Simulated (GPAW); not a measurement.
# La2Fe2S2O3: which magnetic order is lowest

Wanted: the moments of La2Fe2S2O3 and the energy of each order that was tried.

Main program and level: GPAW 26.7.0; PBE with U = 4.5 eV on Fe d; plane waves with GPAW's PAW setups, scalar-relativistic.

**Measured values to reproduce.**

“Magnetic and Structural Properties of the Iron Oxychalcogenides La2O2Fe2OM2 (M= S, Se)” (2018, arxiv:1801.00342) reports for La2Fe2O3S2, tetragonal layered oxychalcogenide, by neutron powder diffraction, magnetic Rietveld (solid-state synthesised powder, 4 K): moment (ordered Fe2+ moment) 2.32 ± 0.04 μB [moment depends on the assumed non-collinear AFM3 magnetic model].

This is a report of a sequence of runs, with most program output left out.

## 1. The starting structure

It takes space group I4/mmm (No. 139, tetragonal). Conventional cell: a = 4.048 Å, b = 4.048 Å, c = 18.184 Å, α = 90.00°, β = 90.00°, γ = 90.00°. Nearest to La lie 5 O at 2.37 to 3.31 Å and 4 S at 3.27 Å. Fe has 2 O at 2.02 Å and 4 S at 2.66 Å nearest. Nearest to S lie 4 Fe at 2.66 Å and 4 La at 3.27 Å. Nearest to O lie 4 La at 2.37 Å. O has 4 Fe at 2.02 Å nearest. Farther neighbours and most contacts between anions are not listed.

Coordinates:

```cif
data_structure
_symmetry_space_group_name_H-M 'I4/mmm'
_symmetry_Int_Tables_number 139
_cell_length_a 4.0478
_cell_length_b 4.0478
_cell_length_c 18.1844
_cell_angle_alpha 90.000
_cell_angle_beta 90.000
_cell_angle_gamma 90.000
_cell_volume 297.94
loop_
_atom_site_label
_atom_site_type_symbol
_atom_site_symmetry_multiplicity
_atom_site_Wyckoff_symbol
_atom_site_fract_x
_atom_site_fract_y
_atom_site_fract_z
_atom_site_occupancy
La1 La 4 e 0.00000 0.00000 0.18180 1
Fe1 Fe 4 c 0.00000 0.50000 0.00000 1
S1 S 4 e 0.00000 0.00000 0.40492 1
O1 O 4 d 0.00000 0.50000 0.25000 1
O2 O 2 a 0.00000 0.00000 0.00000 1
```

The cell comes from a database of computed structures and need not be the stable phase.

## 2. Run 1 (ferro ++)

The parallel start comes first: it fits the smallest cell, keeps the most symmetry and shows whether parallel moments form. A Hubbard term is added for the open shell, at a value in common use.

The input, order1.py:

```python
import json
import numpy as np
from ase import Atoms
from ase.parallel import paropen, parprint
from gpaw import GPAW

atoms = Atoms(['La', 'La', 'Fe', 'Fe', 'S', 'S', 'O', 'O', 'O'],
    cell=[[-2.023877, 2.023877, 9.092222],
         [2.023877, -2.023877, 9.092222],
         [2.023877, 2.023877, -9.092222]],
    scaled_positions=[[0.181801, 0.181801, 0.0],
         [0.818199, 0.818199, 0.0],
         [0.5, 0.0, 0.5],
         [0.0, 0.5, 0.5],
         [0.404915, 0.404915, 0.0],
         [0.595085, 0.595085, 0.0],
         [0.75, 0.25, 0.5],
         [0.25, 0.75, 0.5],
         [0.0, 0.0, 0.0]],
    pbc=True,
    magmoms=[0.0, 0.0, 4.0, 4.0, 0.0, 0.0, 0.0, 0.0, 0.0])
atoms.calc = GPAW(mode={'name': 'pw', 'ecut': 700},
    xc='PBE',
    kpts={'size': (8, 8, 8), 'gamma': True},
    occupations={'name': 'fermi-dirac', 'width': 0.05},
    convergence={'density': 1e-05, 'energy': 1e-05},
    maxiter=200,
    setups={'Fe': ':d,4.5'},
    symmetry={'tolerance': 1e-4},
    txt='order1.txt')
e = atoms.get_potential_energy(force_consistent=True)
res = {'free_energy': e, 'energy_sigma0': atoms.get_potential_energy(), 'fermi_energy': atoms.calc.get_fermi_level()}
res['moments'] = atoms.get_magnetic_moments().tolist()
res['total'] = atoms.get_magnetic_moment()
parprint('site moments (muB):', np.round(res['moments'], 3))
parprint(f"total moment: {res['total']:.3f} muB")
parprint(f'free energy: {e:.6f} eV')
atoms.calc.write('order1.gpw')
with paropen('results.json', 'w') as f:
    json.dump(res, f)
```

Run with:

```console
$ OMP_NUM_THREADS=1 mpirun -n 4 gpaw python order1.py > order1.log
```

Wall time 20 min (4 MPI ranks of Arm Neoverse V1, shared host); peak memory 4.2 GiB.

The program warns that the cell vectors are strongly skewed. A reduced cell would be the safer input.

Spin moment in the augmentation sphere by atom:

| atom | spin moment in the augmentation sphere (μB) |
| --- | --- |
| La1 | 0.01 |
| La2 | 0.01 |
| Fe3 | 3.58 |
| Fe4 | 3.58 |
| S5 | 0.08 |
| S6 | 0.08 |
| O7 | 0.00 |
| O8 | 0.00 |
| O9 | 0.13 |

Read from the output:

* magnetization: 8 μB
* final state: ferromagnetic

After 20 cycles the largest moment stands at 3.58 μB.

## 3. Order 2, typed as antiferro +-

Another pattern of signs weighs the neighbour shells otherwise.

order2.py is the script of step 2 with these lines changed:

```diff
@@ -20,3 +20,3 @@
     pbc=True,
-    magmoms=[0.0, 0.0, 4.0, 4.0, 0.0, 0.0, 0.0, 0.0, 0.0])
+    magmoms=[0.0, 0.0, 4.0, -4.0, 0.0, 0.0, 0.0, 0.0, 0.0])
 atoms.calc = GPAW(mode={'name': 'pw', 'ecut': 700},
@@ -29,3 +29,3 @@
     symmetry={'tolerance': 1e-4},
-    txt='order1.txt')
+    txt='order2.txt')
 e = atoms.get_potential_energy(force_consistent=True)
@@ -37,3 +37,3 @@
 parprint(f'free energy: {e:.6f} eV')
-atoms.calc.write('order1.gpw')
+atoms.calc.write('order2.gpw')
 with paropen('results.json', 'w') as f:
```

Run with:

```console
$ OMP_NUM_THREADS=1 mpirun -n 4 gpaw python order2.py > order2.log
```

Run time: 36 min. Hardware: 4 MPI ranks; peak memory 4.4 GiB; 2.4 h of CPU time.

Spin moment in the augmentation sphere by atom:

| atom | spin moment in the augmentation sphere (μB) |
| --- | --- |
| La1 | 0.00 |
| La2 | 0.00 |
| Fe3 | 3.55 |
| Fe4 | -3.55 |
| S5 | 0.00 |
| S6 | 0.00 |
| O7 | 0.00 |
| O8 | 0.00 |
| O9 | 0.00 |

Numbers from this step:

```
magnetization : 0 μB
final state   : antiferromagnetic
```

It lies 53.5 meV a seeded atom under the first start, and its largest moment is 3.55 μB against 3.58 μB.

## 4. Start 3: no spin polarisation

This run holds no moments, which gives a state to set the others against.

nospin.py is the script of step 3 with these lines changed:

```diff
@@ -19,4 +19,3 @@
          [0.0, 0.0, 0.0]],
-    pbc=True,
-    magmoms=[0.0, 0.0, 4.0, -4.0, 0.0, 0.0, 0.0, 0.0, 0.0])
+    pbc=True)
 atoms.calc = GPAW(mode={'name': 'pw', 'ecut': 700},
@@ -29,11 +28,7 @@
     symmetry={'tolerance': 1e-4},
-    txt='order2.txt')
+    txt='nospin.txt')
 e = atoms.get_potential_energy(force_consistent=True)
 res = {'free_energy': e, 'energy_sigma0': atoms.get_potential_energy(), 'fermi_energy': atoms.calc.get_fermi_level()}
-res['moments'] = atoms.get_magnetic_moments().tolist()
-res['total'] = atoms.get_magnetic_moment()
-parprint('site moments (muB):', np.round(res['moments'], 3))
-parprint(f"total moment: {res['total']:.3f} muB")
 parprint(f'free energy: {e:.6f} eV')
-atoms.calc.write('order2.gpw')
+atoms.calc.write('nospin.gpw')
 with paropen('results.json', 'w') as f:
```

Run with:

```console
$ OMP_NUM_THREADS=1 mpirun -n 4 gpaw python nospin.py > nospin.log
```

Run time: 12 min. Hardware: 4 MPI ranks; peak memory 3.4 GiB.

This step gave:

- final state: non-magnetic (no spin polarisation)

It lies 2362 meV a seeded atom over the first start.

## 5. The states side by side

These are free energies at a smearing of 0.05 eV, so its entropy term is in the differences. They are divided by the number of seeded atoms, so that cells of unlike size compare.

Orders:

| start | final state | typed order kept | energy over the lowest (meV a seeded atom) | largest site moment (μB) | net moment (μB a primitive cell) | mesh matched | CPU time (s) |
| --- | --- | --- | --- | --- | --- | --- | --- |
| ferro ++ | ferromagnetic | yes | 53.54 | 3.579 | 8 | yes | 4881 |
| antiferro +- | antiferromagnetic | yes | 0 | 3.554 | 0 | yes | 8740 |
| no spin polarisation | non-magnetic | - | 2415 | 0 | 0 | yes | 2801 |

## 6. Outcome

- lowest state found: antiferromagnetic (typed antiferro +-)
- largest site moment: 3.55 μB
- next state: ferromagnetic, 53.5 meV a seeded atom higher
- run without spin seeds, over the lowest: 2415 meV a seeded atom

The lowest state found is antiferromagnetic, reached from the start antiferro +-, with moments up to 3.55 μB. The next state costs 54 meV a seeded atom. Only 3 starts are shown; other collinear patterns, canted and longer-period orders are not. Computed site moments are spin alone, inside the augmentation sphere; measured ones also hold the orbital part and what lies outside the sphere, and fluctuations can lower them. Under a U a part-filled d shell can order its orbitals; no such lower state was searched for, and the cell's symmetry can forbid it.

Calculation against experiment:

```
        quantity  measured  PBE with U = 4.5 eV on Fe d
moment (Fe) (μB)      2.32               3.55 (+53.2 %)
```

Measured values from arxiv:1801.00342 (2018).

How well it matches: The moment is off by +53.2 %. No cell relaxation is part of this session.

[Logs and program files are shortened in this print: banners, set-up blocks, solver, clock and traceback lines can be left out without a mark of their own.]

[Logs are printed without paths, hosts, clocks, repeated set-up lines and the standing remarks that a program may print on its own settings, such as how far it seeks lower states.]

[Hosts, paths, dates, database ids (printed as entryN), source tags and the programs' standing remarks are cut or masked in the printed files.]

[Where a cell is said to come from a database of computed structures, the database is the Materials Project.]
